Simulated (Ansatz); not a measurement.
# TaAl4V2Mo, from a guessed structure to a relaxed one

Starting from a made-up structure for TaAl4V2Mo, the aim is the relaxed cell, its shortest contacts and, where a second run follows, its electronic structure.

Method: DFT, PBEsol, plane-wave PAW, files of the set soft_1, scalar-relativistic, ferromagnetic start, cell and ions relaxed at zero pressure; PAW set soft_1, in the first sound run; inputs show where later runs differ, in Ansatz 0.2.0.

## 1. The starting structure

The structure is tetragonal, space group P4/mmm (No. 123). Conventional cell: a = 3.760 Å, b = 3.760 Å, c = 8.479 Å, α = 90.00°, β = 90.00°, γ = 90.00°. Nearest to Ta lie 4 V at 2.66 Å and 8 Al at 2.82 Å. Mo has 4 V at 2.66 Å and 8 Al at 2.85 Å nearest. V has 4 Ta at 2.66 Å and 8 Al at 2.82 Å nearest. Nearest to V lie 4 Mo at 2.66 Å and 8 Al at 2.85 Å. Nearest to Al lie 4 Al at 2.66 Å and 2 Ta at 2.82 Å and 4 V at 2.82 to 2.85 Å and 2 Mo at 2.85 Å. Farther neighbours are not listed.

Coordinates:

```cif
data_structure
_symmetry_space_group_name_H-M 'P4/mmm'
_symmetry_Int_Tables_number 123
_cell_length_a 3.7600
_cell_length_b 3.7600
_cell_length_c 8.4790
_cell_angle_alpha 90.000
_cell_angle_beta 90.000
_cell_angle_gamma 90.000
_cell_volume 119.87
loop_
_atom_site_label
_atom_site_type_symbol
_atom_site_symmetry_multiplicity
_atom_site_Wyckoff_symbol
_atom_site_fract_x
_atom_site_fract_y
_atom_site_fract_z
_atom_site_occupancy
Ta1 Ta 1 d 0.50000 0.50000 0.50000 1
Mo1 Mo 1 a 0.00000 0.00000 0.00000 1
V1 V 1 b 0.00000 0.00000 0.50000 1
V2 V 1 c 0.50000 0.50000 0.00000 1
Al1 Al 4 i 0.00000 0.50000 0.74800 1
```

## 2. Relaxation of the guess

The guess takes its coordinates from another compound and its volume from a rule, so the cell and any free coordinates are relaxed together.

The input, input.yaml:

```yaml
crystal:
  lattice:
    - [3.76, 0.0, 0.0]
    - [0.0, 3.76, 0.0]
    - [0.0, 0.0, 8.479]
  atoms:
    - { symbol: Ta, position: [0.5, 0.5, 0.5] }
    - { symbol: Mo, position: [0.0, 0.0, 0.0], spin: 1.0 }
    - { symbol: V, position: [0.0, 0.0, 0.5], spin: 2.0 }
    - { symbol: V, position: [0.5, 0.5, 0.0], spin: 2.0 }
    - { symbol: Al, position: [0.0, 0.5, 0.748] }
    - { symbol: Al, position: [0.5, 0.0, 0.252] }
    - { symbol: Al, position: [0.5, 0.0, 0.748] }
    - { symbol: Al, position: [0.0, 0.5, 0.252] }
magnetization:
  spin_polarized: true
kpoints:
  mp_grid: { grid: [7, 7, 3] }
scf:
  occupations: { method: fermi_dirac, width: 0.05 }
hamiltonian:
  xc: pbesol
  pseudopotentials: { kind: paw, azcp: { folder: soft_1 }, xc_functional: pbe }
relax:
  f_tol: 0.015
  max_steps: 70
  cell: {}
output:
  forces: true
  stress: true
```

Started as:

```sh
$ ansatz run input.yaml --threads 4 --pin off --max-ram 10240MiB --backend cpu --events-out ev --progress --plain --runs-dir out
```

Numbers of over 12 decimals in the logs are rounded to 6 here.

Output:

```text
Engine: ansatz 0.2.0, aarch64-unknown-linux-gnu
Pseudopotentials: kind: paw
Pseudopotential: Ta, paw, valence charge 13, recommended cutoff 420 eV (normal), soft_1/Ta.paw.azcp
Pseudopotential: Mo, paw, valence charge 14, recommended cutoff 420 eV (normal), soft_1/Mo.paw.azcp
Pseudopotential: V, paw, valence charge 13, recommended cutoff 420 eV (normal), soft_1/V.paw.azcp
Pseudopotential: Al, paw, valence charge 3, recommended cutoff 420 eV (normal), soft_1/Al.paw.azcp
Functional definition: PBEsol
  exchange = pbesol_x
  correlation = pbesol_c
Crystal: 8 atoms, lattice volume = 119.873 Å³
Basis set: ecut = 420 eV, 2333 PW (Γ), exchange–correlation on 54×54×120 points (8 copies of the dense FFT grid, shifted against one another)
Bands: 43, of which v1, the nominal top of the filled ones, is band 33 counted from 1 (32 counted from 0)
Symmetry: 16 space group operations
Space group: P4/mmm (ITA 123), of the structure as read, at distance tolerance 4.9e-5 Å
Magnetic group: BNS 123.339 (UNI 999), of the structure as read, at distance tolerance 4.9e-5 Å
k-points: 20 of 147
Non-local potential: Ta, projectors of the file, l = 0: 3, l = 1: 2, l = 2: 2, l = 3: 1
Non-local potential: Mo, projectors of the file, l = 0: 3, l = 1: 2, l = 2: 2, l = 3: 1
Non-local potential: V, projectors of the file, l = 0: 3, l = 1: 2, l = 2: 3, l = 3: 1
Non-local potential: Al, projectors of the file, l = 0: 2, l = 1: 2, l = 2: 1
PAW form: soft (Blöchl's): semilocal exchange-correlation on the pseudo side does not see the compensation charge
PAW frozen core: Ta, regenerated for the run's functional, and the local potential with it (the file was generated under x = pbe(κ = 0.804, μ = 0.219515), c = pbe(β = 0.066725))
PAW frozen core: Mo, regenerated for the run's functional, and the local potential with it (the file was generated under x = pbe(κ = 0.804, μ = 0.219515), c = pbe(β = 0.066725))
PAW frozen core: V, regenerated for the run's functional, and the local potential with it (the file was generated under x = pbe(κ = 0.804, μ = 0.219515), c = pbe(β = 0.066725))
PAW frozen core: Al, regenerated for the run's functional, and the local potential with it (the file was generated under x = pbe(κ = 0.804, μ = 0.219515), c = pbe(β = 0.066725))
PAW one-centre angular grid: Ta, 590 points (default); XC on 64 Gauss nodes
PAW one-centre angular grid: Mo, 590 points (default); XC on 64 Gauss nodes
PAW one-centre angular grid: V, 590 points (default); XC on 64 Gauss nodes
PAW one-centre angular grid: Al, 110 points (default); XC on 64 Gauss nodes
Initial density: superposition of atomic densities (chi_scale 0.1, normalization cell, long waves kept (reshape's long-wave potential 0.23 eV rms))
Starting moments: Σ|m| = 5 μB on 3 of 8 sites
Initial wavefunctions: pseudopotential atomic-orbital guess
Functional: x = pbesol(κ = 0.804, μ = 0.123457), c = pbesol(β = 0.046)
SCF iter   1: F=—  HF=-22576.258560 eV  |F-HF|=—  |Δ(HF+E_count)|=         —  Δρ=6.81e-2 (↑6.81e-2 ↓4.83e-2)  dr2=7.73e1  dr2_m=5.36e-1  M=3.265 μB ∫|m|=3.586 μB  β_m=0.30  ethr=3.10e-3  ⟨swp⟩=7.4  Hψ=7220  notcnv=0  defer=2
Mixer restart at iter 1: flushing history
preconditioner: auto → Kerker (q_TF=auto, 2.464 Å⁻¹)  [metal: Δε(μ)=0.024 eV  Ē_g=5.367 eV  σ=0.050 eV  W_gap=0.12  n_scr=30 (ndim 8)  ℏωp=19.5 eV  f_vac=0.000  D(μ)=5.24/eV (n_scr^D=54)]
spin=Collinear: Kerker preconditioning applied to the charge; magnetization (m = ρ↑ − ρ↓) channel mixes plain (no charge-response kernel on spin).
SCF iter   2: F=—  HF=-22575.691503 eV  |F-HF|=—  |Δ(HF+E_count)|=   5.67e-1  Δρ=4.12e-2 (↑4.12e-2 ↓3.29e-2)  dr2=3.09e1  dr2_m=3.28e-1  M=2.958 μB ∫|m|=3.394 μB  β_m=0.51  ethr=3.10e-3  ⟨swp⟩=3.0  Hψ=3402  notcnv=0  defer=60
SCF iter   3: F=—  HF=-22574.079364 eV  |F-HF|=—  |Δ(HF+E_count)|=    1.61e0  Δρ=1.77e-2 (↑1.76e-2 ↓1.77e-2)  dr2=1.80e0  dr2_m=1.84e-1  M=2.110 μB ∫|m|=2.742 μB  β_m=0.68  ethr=3.10e-3  ⟨swp⟩=4.5  Hψ=4862  notcnv=0  defer=53
SCF iter   4: F=—  HF=-22574.787768 eV  |F-HF|=—  |Δ(HF+E_count)|=   7.08e-1  Δρ=1.17e-2 (↑6.88e-3 ↓1.17e-2)  dr2=3.74e-1  dr2_m=6.28e-2  M=1.510 μB ∫|m|=2.234 μB  β_m=0.71  ethr=2.76e-3  ⟨swp⟩=2.5  Hψ=3397  notcnv=0  defer=50
SCF iter   5: F=—  HF=-22574.866386 eV  |F-HF|=—  |Δ(HF+E_count)|=   7.86e-2  Δρ=9.00e-3 (↑9.00e-3 ↓5.06e-3)  dr2=1.76e-1  dr2_m=3.92e-2  M=1.145 μB ∫|m|=1.831 μB  β_m=0.85  ethr=5.75e-4  ⟨swp⟩=3.2  Hψ=2924  notcnv=0  defer=54
SCF iter   6: F=—  HF=-22575.044259 eV  |F-HF|=—  |Δ(HF+E_count)|=         —  Δρ=1.39e-2 (↑1.39e-2 ↓1.27e-2)  dr2=3.26e-2  dr2_m=1.87e-1  M=0.479 μB ∫|m|=0.945 μB  β_m=0.85  ethr=2.71e-4  ⟨swp⟩=3.4  Hψ=3527  notcnv=0  defer=50
Mixer restart at iter 6: flushing history
SCF iter   7: F=—  HF=-22575.031378 eV  |F-HF|=—  |Δ(HF+E_count)|=   1.29e-2  Δρ=7.18e-3 (↑6.07e-3 ↓7.18e-3)  dr2=1.65e-2  dr2_m=4.46e-2  M=0.316 μB ∫|m|=0.601 μB  β_m=0.93  ethr=5.02e-5  ⟨swp⟩=3.3  Hψ=3892  notcnv=0  defer=47
SCF iter   8: F=—  HF=-22575.031681 eV  |F-HF|=—  |Δ(HF+E_count)|=   3.03e-4  Δρ=5.02e-3 (↑5.02e-3 ↓3.80e-3)  dr2=5.74e-2  dr2_m=9.23e-3  M=0.203 μB ∫|m|=0.360 μB  β_m=0.86  ethr=2.53e-5  ⟨swp⟩=3.4  Hψ=3885  notcnv=0  defer=49
SCF iter   9: F=—  HF=-22575.030510 eV  |F-HF|=—  |Δ(HF+E_count)|=   1.17e-3  Δρ=1.31e-3 (↑1.31e-3 ↓9.59e-4)  dr2=1.18e-3  dr2_m=1.32e-3  M=0.115 μB ∫|m|=0.216 μB  β_m=0.87  ethr=2.53e-5  ⟨swp⟩=3.0  Hψ=3620  notcnv=0  defer=51
SCF iter  10: F=—  HF=-22575.031135 eV  |F-HF|=—  |Δ(HF+E_count)|=   6.25e-4  Δρ=6.21e-4 (↑6.21e-4 ↓4.81e-4)  dr2=4.33e-4  dr2_m=2.92e-4  M=0.078 μB ∫|m|=0.188 μB  β_m=0.94  ethr=1.82e-6  ⟨swp⟩=2.2  Hψ=2928  notcnv=0  defer=49
SCF iter  11: F=—  HF=-22575.031362 eV  |F-HF|=—  |Δ(HF+E_count)|=   2.27e-4  Δρ=6.15e-4 (↑6.15e-4 ↓2.61e-4)  dr2=3.42e-4  dr2_m=2.01e-4  M=0.063 μB ∫|m|=0.166 μB  β_m=0.97  ethr=6.66e-7  ⟨swp⟩=2.0  Hψ=2273  notcnv=0  defer=49
SCF iter  12: F=—  HF=-22575.031421 eV  |F-HF|=—  |Δ(HF+E_count)|=   5.94e-5  Δρ=4.49e-4 (↑3.06e-4 ↓4.49e-4)  dr2=1.91e-4  dr2_m=1.16e-4  M=0.049 μB ∫|m|=0.135 μB  β_m=0.98  ethr=5.26e-7  ⟨swp⟩=2.2  Hψ=2996  notcnv=0  defer=49
SCF iter  13: F=—  HF=-22575.031487 eV  |F-HF|=—  |Δ(HF+E_count)|=   6.57e-5  Δρ=3.38e-4 (↑1.51e-4 ↓3.38e-4)  dr2=1.80e-4  dr2_m=5.68e-5  M=0.023 μB ∫|m|=0.078 μB  β_m=0.85  ethr=2.94e-7  ⟨swp⟩=2.2  Hψ=2975  notcnv=0  defer=49
SCF iter  14: F=—  HF=-22575.031512 eV  |F-HF|=—  |Δ(HF+E_count)|=   2.57e-5  Δρ=2.72e-4 (↑2.72e-4 ↓2.14e-4)  dr2=4.23e-4  dr2_m=2.78e-5  M=-0.008 μB ∫|m|=0.016 μB  β_m=1.00  ethr=2.77e-7  ⟨swp⟩=2.4  Hψ=3063  notcnv=0  defer=49
[...]
relax step   4: F+E_penalty+E_count = -22575.17054890 eV  Δ(F+E_penalty+E_count) = -1.398e-3 eV  max|allowed force component| = 6.376e-3 eV/Å  Δτ_max = 0.0012 Å  P = +0.009 GPa  Ω = 118.051 Å³  energy of the carried Pulay correction = +6.711e-4 eV  (12 SCF iters, dr2 threshold 8.00e-7 eV, accepted)
Initial wavefunctions: pseudopotential atomic-orbital guess (no wavefunctions were taken with the density)
iter 1 solved again at ethr=8.29e-8 eV; its pass at ethr=3.10e-3 eV (dr2=5.39e-5 eV) is discarded
SCF iter   1: F=—  HF=-22575.170122 eV  |F-HF|=—  |Δ(HF+E_count)|=         —  Δρ=1.50e-4 (↑1.50e-4 ↓1.50e-4)  dr2=3.04e-6  dr2_m=1.35e-10  M=0.000 μB ∫|m|=0.000 μB  β_m=0.65  ethr=8.29e-8  ⟨swp⟩=3.1  Hψ=12142  notcnv=0
preconditioner: auto → Kerker (q_TF=auto, 2.067 Å⁻¹)  [metal: Δε(μ)=0.031 eV  Ē_g=4.756 eV  σ=0.050 eV  W_gap=0.15  n_scr=16 (ndim 8)  ℏωp=19.6 eV  f_vac=0.000  D(μ)=5.47/eV (n_scr^D=54)]
spin=Collinear: Kerker preconditioning applied to the charge; magnetization (m = ρ↑ − ρ↓) channel mixes plain (no charge-response kernel on spin).
SCF iter   2: F=—  HF=-22575.170084 eV  |F-HF|=—  |Δ(HF+E_count)|=   3.80e-5  Δρ=5.34e-5 (↑5.34e-5 ↓5.34e-5)  dr2=3.39e-7  dr2_m=5.38e-11  M=0.000 μB ∫|m|=0.000 μB  β_m=0.62  ethr=4.68e-9  ⟨swp⟩=2.0  Hψ=1952  notcnv=0
SCF iter   3: F=—  HF=-22575.170079 eV  |F-HF|=—  |Δ(HF+E_count)|=   4.88e-6  Δρ=6.30e-6 (↑6.30e-6 ↓6.30e-6)  dr2=2.08e-8  dr2_m=4.00e-11  M=0.000 μB ∫|m|=0.000 μB  β_m=0.69  ethr=5.21e-10  ⟨swp⟩=2.0  Hψ=2857  notcnv=0
SCF iter   4: F=—  HF=-22575.170079 eV  |F-HF|=—  |Δ(HF+E_count)|=   7.31e-8  Δρ=2.69e-6 (↑2.66e-6 ↓2.69e-6)  dr2=4.06e-8  dr2_m=2.32e-11  M=0.000 μB ∫|m|=0.000 μB  β_m=0.69  ethr=3.19e-11  ⟨swp⟩=2.0  Hψ=2292  notcnv=0
SCF iter   5: F=—  HF=-22575.170079 eV  |F-HF|=—  |Δ(HF+E_count)|=   8.43e-8  Δρ=2.24e-6 (↑2.21e-6 ↓2.24e-6)  dr2=2.45e-8  dr2_m=1.54e-11  M=0.000 μB ∫|m|=0.000 μB  β_m=0.85  ethr=3.19e-11  ⟨swp⟩=2.0  Hψ=2794  notcnv=0
SCF iter   6: F=—  HF=-22575.170079 eV  |F-HF|=—  |Δ(HF+E_count)|=   3.85e-8  Δρ=7.47e-7 (↑7.47e-7 ↓7.01e-7)  dr2=9.10e-9  dr2_m=3.47e-12  M=0.000 μB ∫|m|=0.000 μB  β_m=0.82  ethr=3.19e-11  ⟨swp⟩=2.7  Hψ=3046  notcnv=0
SCF iter   7: F=—  HF=-22575.170079 eV  |F-HF|=—  |Δ(HF+E_count)|=   3.97e-9  Δρ=2.73e-7 (↑2.08e-7 ↓2.73e-7)  dr2=4.63e-10  dr2_m=6.39e-12  M=0.000 μB ∫|m|=0.000 μB  β_m=0.91  ethr=1.40e-11  ⟨swp⟩=2.0  Hψ=2798  notcnv=0
SCF iter   8: F=—  HF=-22575.170079 eV  |F-HF|=—  |Δ(HF+E_count)|=   5.09e-8  Δρ=1.44e-7 (↑1.37e-7 ↓1.44e-7)  dr2=2.09e-10  dr2_m=2.72e-12  M=0.000 μB ∫|m|=0.000 μB  β_m=0.95  ethr=1.00e-12  ⟨swp⟩=2.0  Hψ=3046  notcnv=0
SCF iter   9: F=—  HF=-22575.170079 eV  |F-HF|=—  |Δ(HF+E_count)|=  1.02e-10  Δρ=7.36e-8 (↑7.30e-8 ↓7.36e-8)  dr2=1.12e-10  dr2_m=1.92e-12  M=0.000 μB ∫|m|=0.000 μB  β_m=0.98  ethr=1.00e-12  ⟨swp⟩=2.0  Hψ=2045  notcnv=0
SCF iter  10: F=—  HF=-22575.170079 eV  |F-HF|=—  |Δ(HF+E_count)|=  1.82e-11  Δρ=7.05e-8 (↑7.05e-8 ↓3.70e-8)  dr2=2.79e-11  dr2_m=1.16e-12  M=0.000 μB ∫|m|=0.000 μB  β_m=0.93  ethr=1.00e-12  ⟨swp⟩=1.1  Hψ=1723  notcnv=0
SCF iter  11: F=—  HF=-22575.170079 eV  |F-HF|=—  |Δ(HF+E_count)|=  3.64e-12  Δρ=3.23e-8 (↑2.09e-8 ↓3.23e-8)  dr2=1.57e-12  dr2_m=5.39e-13  M=0.000 μB ∫|m|=0.000 μB  β_m=0.96  ethr=1.00e-12  ⟨swp⟩=1.4  Hψ=1741  notcnv=0
SCF iter  12: F=—  HF=-22575.170079 eV  |F-HF|=—  |Δ(HF+E_count)|=    0.00e0  Δρ=8.03e-8 (↑7.37e-8 ↓8.03e-8)  dr2=8.80e-11  dr2_m=4.34e-14  M=0.000 μB ∫|m|=0.000 μB  β_m=0.98  ethr=1.00e-12  ⟨swp⟩=1.0  Hψ=1720  notcnv=0
SCF iter  13: F=-22575.170079 eV  HF=-22575.170079 eV  |F-HF|=1.82e-11  |Δ(HF+E_count)|=  3.64e-12  Δρ=2.91e-8 (↑2.74e-8 ↓2.91e-8)  dr2=1.27e-11  dr2_m=2.33e-15  M=0.000 μB ∫|m|=0.000 μB  ethr=1.00e-12  ⟨swp⟩=1.9  Hψ=3751  notcnv=0
the starting moments were not kept: the SCF closed with an absolute magnetisation of 6.8e-7 μB, where they sum to 5 μB in size (3 sites). That is at most 0.1 of that sum. Measured as dr2_m measures the in/out step, that magnetisation stands 1.5e-13 eV from none, at or under the dr2_threshold of 8.0e-11 eV: it is no larger than a step whose dr2_m would equal this threshold.
SCF 5 converged in 13 iterations: F = -22575.170079 eV  dr2 = 1.27e-11
relax step   5: F+E_penalty+E_count = -22575.17007907 eV  Δ(F+E_penalty+E_count) = +4.698e-4 eV  max|allowed force component| = 6.490e-3 eV/Å  Δτ_max = 0.0000 Å  P = +0.005 GPa  Ω = 118.051 Å³  stress off target by 8.06e-3 GPa  SCF on the basis re-selected at this cell (its energy is not comparable with the rows above)  (13 SCF iters)
basis re-selected at this cell: Δ(F+E_penalty+E_count) = +4.698e-4 eV, ΔP = -0.004 GPa vs the last step (what re-selecting the basis moved, of the pressure what is left beyond the Pulay correction that the steps carried, after the strain that the cell walked since its last selection, with what the two solves' SCF thresholds leave and, on support functions, any second-order correction that the steps lacked; it is no m [...]
SCF converged after 13 iterations
Magnetization: 0.0000 μB (32.5000 up, 32.5000 down)
Absolute magnetization: 0.0000 μB (∫|ρ↑−ρ↓|, with the PAW one-centre terms)
Spin contamination: 0.0000 ħ² per cell (⟨S²⟩ above its minimum at these occupations)
Per-site moments (μB) at R_I (Å): [(-5.567458710077188e-8, 1.108122), (6.110936508776059e-8, 1.108122), (4.188481800861957e-7, 1.108122), (-1.884505346315794e-9, 1.108122), (-5.465511377814139e-9, 1.108122), (-5.465511654102815e-9, 1.108122), (-5.4655116462091005e-9, 1.108122), (-5.465511384834031e-9, 1.108122)]
Free energy (F): -22575.170079 eV
Harris-Foulkes:  -22575.170079 eV  (|F-HF|=1.82e-11)
Internal energy: -22575.126134 eV  (E = F + TS)
E sigma→0 (E₀):  -22575.148106 eV
Entropy (-TS):   -0.043945 eV (-5.493 meV/atom)
Fermi energy:    13.954196 eV
--- Per-component energies (eV) ---
  E_band       = -582.112417
  E_kinetic    = 1506.672630
  E_local      = -4935.966793  (includes V_loc(G=0)·N_el)
  E_nonlocal   = 351.767252
  E_hartree    = 2033.304883
  E_xc         = -876.094311
  E_vxc        = -865.389652  (∫ρ·V_xc dr)
  E_paw        = -15362.771004  (= ΣΔE_a)
  E_vpaw       = -705.807823  (= ΣTr[D̂ρ^β])
  E_aug_tail   = 0.002229  (compensation charges beyond the density's cutoff)
  E_ewald      = -5292.839948
  E_core_change = 0.798928  (= ΣΔE_core)
  E_smearing   = -0.043945  (= −TS)
  E_closure    = 0.000000  (closes the sum)
  Σ components = -22575.170079   (vs F -22575.170079, Δ=0.00e0)
--- Forces (eV/Å), atoms counted from 1 ---
  atom   1  Ta    -0.00000000     0.00000000     0.00000000
  atom   2  Mo     0.00000000     0.00000000     0.00000000
  atom   3  V      0.00000000    -0.00000000     0.00000000
  atom   4  V      0.00000000     0.00000000     0.00000000
  atom   5  Al     0.00000000     0.00000000     0.00649003
  atom   6  Al    -0.00000000     0.00000000    -0.00649003
  atom   7  Al     0.00000000    -0.00000000     0.00649003
  atom   8  Al    -0.00000000    -0.00000000    -0.00649003
  max |Σ_I F_I| component: 3.47e-18 eV/Å
--- Stress (GPa, compression-positive) ---
        0.003667      -0.000000      -0.000000
       -0.000000       0.003667       0.000000
       -0.000000       0.000000       0.008058
  P = ⅓ Tr σ = 0.0051 GPa (0.051 kbar)
--- Relaxed structure (4 steps of the walk, 4 accepted, 1 SCFs on fresh bases) ---
  F+E_penalty+E_count = -22575.17007907 eV   max|allowed force component| = 6.490e-3 eV/Å   (the final SCF, on the basis selected at the relaxed cell)
  cell:  # Å, volume = 118.0506 Å³
    - [3.799083, 0, 0]
    - [0, 3.799083, 0]
    - [0, 0, 8.179199]
  atoms:
    - { symbol: Ta, position: [0.5, 0.5, 0.5] }
    - { symbol: Mo, position: [0, 0, -1.0229528694284747e-19] }
    - { symbol: V, position: [0, 0, 0.5] }
    - { symbol: V, position: [0.5, 0.5, -1.0229528694284747e-19] }
    - { symbol: Al, position: [0, 0.5, 0.753081] }
    - { symbol: Al, position: [0.5, 0, 0.246919] }
    - { symbol: Al, position: [0.5, 0, 0.753081] }
    - { symbol: Al, position: [0, 0.5, 0.246919] }
```

Run time: 30 s. Hardware: 4 threads of Arm Neoverse V1, shared host; peak memory 0.6 GiB.

Step by step:

```
step  energy less that of the first step (eV)  largest force component (eV/Å)  pressure (GPa)  volume (Å³)
   1                                   0.0000                          0.3967           -2.04       119.87
   2                                  -0.0941                          0.3230            3.17       115.93
   3                                  -0.1376                          0.0195           -0.64       118.51
   4                                  -0.1390                          0.0064            0.01       118.05
  5*                                  -0.1385                          0.0065            0.01       118.05
```

Relaxation steps marked * repeat the geometry before them on a plane-wave basis chosen anew for their cell, so energy and pressure can jump there.

The run keeps the 16 symmetry operations that it works with, so distortions that break them were not tested.

```
conventional cell, symmetrised  before  after  change
                         a (Å)   3.760  3.799  +1.0 %
                         b (Å)   3.760  3.799  +1.0 %
                         c (Å)   8.479  8.179  -3.5 %
              volume (Å³/atom)   14.98  14.76  -1.5 %
```

The atoms that moved most (Å, as changes of fractional coordinates times the final cell):

```
atom     dx     dy      dz  length
 Al7  0.000  0.000   0.042   0.042
 Al5  0.000  0.000   0.042   0.042
 Al8  0.000  0.000  -0.042   0.042
 Al6  0.000  0.000  -0.042   0.042
```

Numbers from this step:

| Property | Result |
| --- | --- |
| free energy | -22575.1701 eV |
| energy at zero smearing | -22575.1481 eV |
| smearing term TS | 0.04395 eV |
| Fermi energy | 13.95 eV |
| electrons | 65 |
| symmetry operations | 16 |
| pressure | 0.005130 GPa |

Shortest distances by pair of elements, guess and relaxed (not always the same contact):

```
 pair  guess (Å)  relaxed (Å)
 Ta–V      2.659        2.686
 Mo–V      2.659        2.686
Al–Al      2.659        2.686
Al–Mo      2.846        2.773
 Al–V      2.821        2.773
```

The relaxation ends with a largest force component of 0.0065 eV/Å and a pressure of 0.01 GPa. No moment survives the cycle: this start ends non-magnetic.

(Part 1 of 2 ends here.)

[Logs are printed without paths, hosts, clocks, repeated set-up lines and the standing remarks that a program may print on its own settings, such as how far it seeks lower states.]

[Hosts, paths, dates, database ids (printed as entryN), source tags and the programs' standing remarks are cut or masked in the printed files.]
